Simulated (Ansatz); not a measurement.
# Time against size: (17,17) 2H-MoS2 nanotube (306 atoms) repeated, support functions

The cell holds 306 atoms: 102 Mo and 204 S. Its edges and angles: a = 44.685 Å, b = 44.732 Å, c = 9.480 Å, α = 90.0°, β = 90.0°, γ = 90.0°. It derives from MoS2 (2H-MoS2). 2H-MoS2 sheet (a = 3.16 Å) rolled into a (17,17) tube of diameter 29.62 Å, 3 periods, 12 Å of vacuum; every coordinate displaced by a Gaussian of 0.02 Å. Vacuum lies along a and b. The structure repeats along c.

Calculated with Ansatz 0.2.0: Kohn-Sham DFT, PBE+D4, PAW (set soft_2), localised support functions (medium); the typed cell is repeated and solved at Γ on 1 × NVIDIA GB200 with 32 threads of Arm Neoverse V2, shared host.

| atoms | wall time divided by the number of SCF cycles (s) | repeats | SCF cycles |
| --- | --- | --- | --- |
| 306 | 0.5306 | 1×1×1 | 17 |
| 612 | ? | ? | ? |
| 1224 | 2.439 | 1×1×4 | 19 |
| 2142 | 6.240 | 1×1×7 | 20 |

**Question.** Fit a power law of the atom count to the rows given and interpolate to the withheld row.

Worked fit:

A power law y = A x^b is a line in u = ln x and v = ln y.

```
u = ln x   v = ln y
 5.72359  -0.633769
 7.10988   0.891567
 7.66950    1.83090
```

With n = 3: mean u = 6.83432, mean v = 0.696233, Σ(u − ū)² = 2.0072, Σ(u − ū)(v − v̄) = 2.4788. Slope b = 2.4788 / 2.0072 = 1.2349; intercept a = v̄ − b ū = -7.7437.

At the withheld row u = 6.417, v = a + b u = 0.1805, and y = exp(v).

Prediction at 612: 1.198 s. The run gave 1.017 s, so the fit is high by 0.18 s (18 % of the value).

The fitted exponent is 1.2. Between neighbouring rows, the withheld one included, the exponents are 0.94, 1.3 and 1.7, so one power law doesn't hold over the range. Among the rows given, the largest relative miss of the fit is at 1224, by 0.38 s (16 %).

Limits: One run a row; fixed overheads weigh on the small cells.

[Logs are printed without paths, hosts, clocks, repeated set-up lines and the standing remarks that a program may print on its own settings, such as how far it seeks lower states.]

[Hosts, paths, dates, database ids (printed as entryN), source tags and the programs' standing remarks are cut or masked in the printed files.]
